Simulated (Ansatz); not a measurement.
# SiO2 (P4_2/mnm) under biaxial strain in the (001) plane, that of a and b, part 3 of 3

Wanted: the shifts of the zone-centre modes of SiO2 (P4_2/mnm) with strain.

Ansatz 0.2.0; DFT LDA, scalar-relativistic, plane waves, PAW; PAW set soft_1.

So far, highest optical mode at the zone centre (no LO-TO term) (cm⁻¹): step 5 (zone-centre response at rest) 947; step 7 (strain 4 %) 876.

## 8. A member of the series: biaxial strain of -4 % in the (001) plane, that of a and b

The cell takes a biaxial strain of -4 % in the (001) plane, that of a and b. The strained lengths are held, while the rest of the cell and the atoms relax.

input.yaml

```yaml
crystal:
  lattice:
    - [3.9887162495, 0.0, 0.0]
    - [0.0, 3.9887162495, 0.0]
    - [0.0, 0.0, 2.7078391266]
  atoms:
    - { symbol: O, position: [0.6964385119, 0.6964385119, 0.0] }
    - { symbol: O, position: [0.1964385119, 0.8035614881, 0.5] }
    - { symbol: O, position: [0.3035614881, 0.3035614881, 0.0] }
    - { symbol: O, position: [0.8035614881, 0.1964385119, 0.5] }
    - { symbol: Si, position: [0.5, 0.5, 0.5] }
    - { symbol: Si, position: [0.0, 0.0, 0.0] }
kpoints:
  mp_grid: { grid: [8, 8, 8] }
hamiltonian:
  xc: lda
  pseudopotentials: { kind: paw, azcp: { folder: soft_1 }, xc_functional: pbe }
scf:
  occupations: { method: fixed }
output:
  forces: true
  stress: true
  eigenvalues: true
relax:
  adjacent_minimum: "off"
  f_tol: 0.001
  max_steps: 60
  cell: { stress_tol: 0.01, fix: [a, b, gamma] }
```

Launch:

```
$ ansatz run input.yaml --threads 8 --pin off --max-ram 16384MiB --backend cpu --events-out ev --progress --plain --runs-dir out
```

Numbers of over 12 decimals in the logs are rounded to 6 here.

What it wrote:

```text
[...]
Crystal: 6 atoms, lattice volume = 43.081 Å³
Basis set: ecut = 420 eV, 825 PW (Γ)
Bands: 22, of which v1, the nominal top of the filled ones, is band 16 counted from 1 (15 counted from 0)
Symmetry: 16 space group operations
[...]
k-points: 75 of 512
[...]
cell:  # Å, volume = 43.3658 Å³
    - [3.9887162495, 0.0, 0.0]
    - [0.0, 3.9887162495, 0.0]
    - [0.0, 0.0, 2.725718]
  atoms:
    - { symbol: O, position: [0.696782, 0.696782, 0.0] }
    - { symbol: O, position: [0.196782, 0.803218, 0.500000] }
    - { symbol: O, position: [0.303218, 0.303218, 0.0] }
    - { symbol: O, position: [0.803218, 0.196782, 0.500000] }
    - { symbol: Si, position: [0.500000, 0.500000, 0.500000] }
    - { symbol: Si, position: [0, 0, 0.0] }
[key lines of the parts left out:]
SCF converged after 4 iterations
Free energy (F): -3445.147851 eV
Fermi energy:    11.483411 eV
P = ⅓ Tr σ = 19.0637 GPa (190.637 kbar)
```

The job ended after 4.4 s (8 threads of Arm Neoverse V2, shared host; peak memory 0.38 GiB).

Step by step:

```tsv
step	energy less that of the first step (eV)	largest force component (eV/Å)	pressure (GPa)	volume (Å³)
1	0.0000	0.0658	22.01	43.08
2	-0.0020	0.0676	20.99	43.18
3	-0.0033	0.0032	19.05	43.36
4	-0.0033	0.0001	19.02	43.36
5*	-0.0048	0.0002	19.09	43.36
6	-0.0048	0.0000	19.06	43.37
7*	-0.0048	0.0000	19.06	43.37
```

Relaxation steps marked * repeat the geometry before them on a plane-wave basis chosen anew for their cell, so energy and pressure can jump there.

The run keeps the 16 symmetry operations that it works with, so distortions that break them were not tested.

```tsv
conventional cell, symmetrised	before	after	change
a (Å)	3.989	3.989	-0.0 %
b (Å)	3.989	3.989	-0.0 %
c (Å)	2.708	2.726	+0.7 %
volume (Å³/atom)	7.18	7.23	+0.7 %
```

Final coordinates:

```xyz
6
Lattice="3.9887 0.0000 0.0000 0.0000 3.9887 0.0000 0.0000 0.0000 2.7257" Properties=species:S:1:pos:R:3 pbc="T T T"
O     2.7793    2.7793    0.0000
O     0.7849    3.2038    1.3629
O     1.2095    1.2095    0.0000
O     3.2038    0.7849    1.3629
Si    1.9944    1.9944    1.3629
Si    0.0000    0.0000    0.0000
```

Numbers from this step:

| Quantity | Value |
| --- | --- |
| pressure | 19.06 GPa |
| gap on the k-mesh | 5.842 eV |
| volume per atom | 7.228 Å³ |

The largest force component left is 0.011 meV/Å.

## 9. Zone-centre modes of the member: biaxial strain of -4 % in the (001) plane, that of a and b

The zone-centre modes follow for biaxial strain of -4 % in the (001) plane, that of a and b, with the response to a field.

input.yaml, the sections that differ from step 8:

```yaml
crystal:
  lattice:
    - [3.9887162495, 0.0, 0.0]
    - [0.0, 3.9887162495, 0.0]
    - [0.0, 0.0, 2.7257176037]
  atoms:
    - { symbol: O, position: [0.6967816348, 0.6967816348, 0.0] }
    - { symbol: O, position: [0.1967816348, 0.8032183652, 0.5] }
    - { symbol: O, position: [0.3032183652, 0.3032183652, 0.0] }
    - { symbol: O, position: [0.8032183652, 0.1967816348, 0.5] }
    - { symbol: Si, position: [0.5, 0.5, 0.5] }
    - { symbol: Si, position: [0.0, 0.0, 0.0] }
output:
  eigenvalues: true
phonons:
  method: dfpt
  dielectric: true
  rigid_motions: translations
# kpoints, hamiltonian, scf: as in step 8
# relax: removed
```

What it wrote:

```text
[...]
Crystal: 6 atoms, lattice volume = 43.366 Å³
Basis set: ecut = 420 eV, 865 PW (Γ), exchange–correlation on 60×60×40 points (8 copies of the dense FFT grid, shifted against one another)
Bands: 22, of which v1, the nominal top of the filled ones, is band 16 counted from 1 (15 counted from 0)
Symmetry: 16 space group operations
k-points: 260 of 512 (irreducible under 1 space group operation, time reversal used)
[...]
ω (cm⁻¹)  modes    IR ((D/Å)²/amu)
[...]
optical modes at Γ + LO–TO along q̂ = [0.0000, 1.0000, 0.0000]:
      ω (cm⁻¹)  modes    IR ((D/Å)²/amu)
[...]
optical modes at Γ + LO–TO along q̂ = [0.0000, 0.0000, 1.0000]:
      ω (cm⁻¹)  modes    IR ((D/Å)²/amu)
[...]
843.50      1             0.0000
        854.51      2            48.0610
       1042.14      1             0.0000
       1061.11      1            52.4625
[key lines of the parts left out:]
SCF converged after 8 iterations
Free energy (F): -3445.147853 eV
Fermi energy:    11.483415 eV
```

Elapsed: 29 s, on 8 threads; peak memory 1.1 GiB; 3.2 min of CPU time.

Numbers from this step:

```yaml
sum_rule_residual_before_enforcement: 3.23e-4 eV/Å²
miss_of_the_charge_sum_rule: 6.58e-5 e
highest_optical_mode_at_the_zone_centre_no_lo_to_term: 1042 cm⁻¹
lowest_optical_zone_centre_mode: 203.2 cm⁻¹
mean_high_frequency_dielectric_constant: 3.419
largest_born_charge_third_of_the_trace: 3.884 e
mean_static_dielectric_constant: 9.406
top_of_the_zone_centre_spectrum_with_the_field: 1120 cm⁻¹
```

Without the LO-TO term. Patterns of degenerate modes are one choice out of their space. Modes at Γ, with each element's share of the kinetic energy:

```tsv
mode	frequency (cm⁻¹)	symmetry	O %	Si %
1	0.0	acoustic	53	47
2	0.0	acoustic	53	47
3	0.0	acoustic	53	47
4	203.2	B1g	100	0
5	387.1	B1u	15	85
6	484.8	Eu	66	34
7	484.8	Eu	66	34
8	606.1	Eg	100	0
9	606.1	Eg	100	0
10	620.0	A2g	100	0
11	640.6	A2u	47	53
12	729.1	Eu	1	99
13	729.1	Eu	1	99
14	796.1	B1u	86	14
15	843.5	A1g	100	0
16	854.5	Eu	80	20
17	854.5	Eu	80	20
18	1042.1	B2g	100	0
```

Transverse modes. Infrared lines, with heights relative to the strongest:

```tsv
position (cm⁻¹)	label	relative intensity
203	B1g	0.0
387	B1u	0.0
485	Eu	73
606	Eg	0.0
620	A2g	0.0
641	A2u	100
729	Eu	8.1
796	B1u	0.0
844	A1g	0.0
854	Eu	92
1042	B2g	0.0
```

Without the LO-TO term the lowest optical mode is real, 203 cm⁻¹, and the highest lies at 1042.1 cm⁻¹.

For the highest optical mode at the zone centre (no LO-TO term), step 5 gave 947 cm⁻¹; this run, with strain -4 %, gives 1042 cm⁻¹ (+10 %).

## 10. All members side by side

The members are set side by side, also those not shown above.

Stress is positive in compression; energies are extrapolated to zero smearing, and E0 is that at rest; the axis is the normal of the plane; the edges not held and the atoms are relaxed in each cell. State of the crystal along the series:

```tsv
strain (%)	in-plane stress (GPa)	free strain along c (%)	E - E0 (meV/atom)	gap on mesh (eV)	ε∞ along the axis	ε∞ across the axis, mean	ε0 along the axis	ε0 across the axis, mean	largest Born charge in size, a third of the trace (e)	top mode with the field, highest of q along x, y and z (cm⁻¹)
-4	28.59	2.419	50.51	5.842	3.606	3.326	9.893	9.163	3.884	1120
-3	20.41	1.747	27.49	5.998	3.59	3.334	9.646	9.447	3.886	1096
-2	12.9	1.123	11.81	6.157	3.576	3.345	9.425	9.844	3.889	1074
-1	6.095	0.5414	2.854	5.998	3.563	3.359	9.222	10.38	3.893	1055
0	0.003092	0	0	5.816	3.552	3.375	9.032	11.1	3.897	1050
1	-5.361	-0.5037	2.614	5.643	3.542	3.392	8.851	12.08	3.901	1047
2	-9.992	-0.9737	10.08	5.482	3.532	3.411	8.677	13.44	3.904	1045
3	-13.91	-1.411	21.72	5.336	3.523	3.43	8.509	15.42	3.908	1044
4	-17.14	-1.821	36.86	5.207	3.515	3.449	8.345	18.47	3.911	1043
```

Without the LO-TO term; optical modes are counted from below at rest and tracked from member to member by their patterns, and modes that stay within 0.3 cm⁻¹ of each other stand once; labels, where given, are those at rest; the 10 lowest of 11 levels; the edges not held and the atoms are relaxed in each cell. Optical modes along the series:

```tsv
strain (%)	optical mode 1 B1g (cm⁻¹)	optical mode 2 B1u (cm⁻¹)	optical mode 3 Eu (cm⁻¹)	optical mode 4 Eg (cm⁻¹)	optical mode 5 Eu (cm⁻¹)	optical mode 6 A2g (cm⁻¹)	optical mode 7 A2u (cm⁻¹)	optical mode 8 A1g (cm⁻¹)	optical mode 9 B1u (cm⁻¹)	optical mode 10 Eu (cm⁻¹)
-4	203.2	387.1	484.8	606.1	729.1	620	640.6	843.5	796.1	854.5
-3	207.1	387.2	483.8	600.6	702.6	613.3	645.6	817.2	785.5	836.5
-2	210.9	386.7	480.9	595	666.9	605.9	650	793.2	775.4	827.4
-1	214.8	385.5	475.4	589.3	626.5	597.8	654.1	771.9	766.2	823.7
0	218.4	383.6	465.6	583.8	585.8	589.1	658.2	753.4	757.9	822.9
1	221.9	381.1	448.3	578.6	549.8	579.8	662.4	737.8	750.7	823.6
2	224.9	377.9	418.9	573.7	523.5	570.1	666.9	725.4	744.8	825.5
3	227.5	374	377.8	569.1	507	559.9	671.7	716	740.2	828.1
4	229.6	369.4	329	564.9	496.2	549.4	676.8	709.6	737	831.3
```

Value and slope at zero strain of a cubic (a lower polynomial where under five rows exist) through the rows within 2 % of rest. Slopes at rest:

```tsv
mode	frequency (cm⁻¹)	shift per percent of strain (cm⁻¹)	shift per GPa of compressive stress (cm⁻¹)
optical mode 1 B1g	218.5	3.57	-0.62
optical mode 2 B1u	383.7	-2.18	0.38
optical mode 3 Eu	465.7	-12.88	2.25
optical mode 4 Eg	583.8	-5.38	0.94
optical mode 5 Eu	585.8	-39.17	6.84
optical mode 6 A2g	589.1	-9.01	1.57
optical mode 7 A2u	658.2	4.12	-0.72
optical mode 8 A1g	753.4	-17.07	2.98
optical mode 9 B1u	757.9	-7.77	1.36
optical mode 10 Eu	822.8	0.1	-0.02
optical mode 11 B2g	947.2	-21.2	3.7
```

## 11. Outcome

| Property | Result |
| --- | --- |
| members | 9 |
| highest optical mode at the zone centre (no LO-TO term), at rest | 947.2 cm⁻¹ |
| biaxial modulus in the (001) plane, that of a and b | 573 GPa |
| optical mode 8 A1g, shift per percent | -17.07 cm⁻¹ |
| optical mode 9 B1u, shift per percent | -7.77 cm⁻¹ |
| optical mode 10 Eu, shift per percent | 0.10 cm⁻¹ |
| optical mode 11 B2g, shift per percent | -21.20 cm⁻¹ |

**Reading.** The stress changes by 5.73 GPa for each percent, a biaxial modulus of 573 GPa in the (001) plane, that of a and b. For each percent the free edge responds with -0.52 %. Within 2 % of rest several modes bend away from a straight line, so single slopes hold only near rest. These are harmonic frequencies at zero temperature: anharmonic shifts, linewidths and thermal expansion are left out. The PAW files were made for PBE; the program adapts parts of them to the functional of the run, but their partial waves stay those of PBE, an approximation that was not tested in this session. Only the zone centre was solved, so an instability at another wavevector cannot show here.

[Logs are printed without paths, hosts, clocks, repeated set-up lines and the standing remarks that a program may print on its own settings, such as how far it seeks lower states.]

[Hosts, paths, dates, database ids (printed as entryN), source tags and the programs' standing remarks are cut or masked in the printed files.]
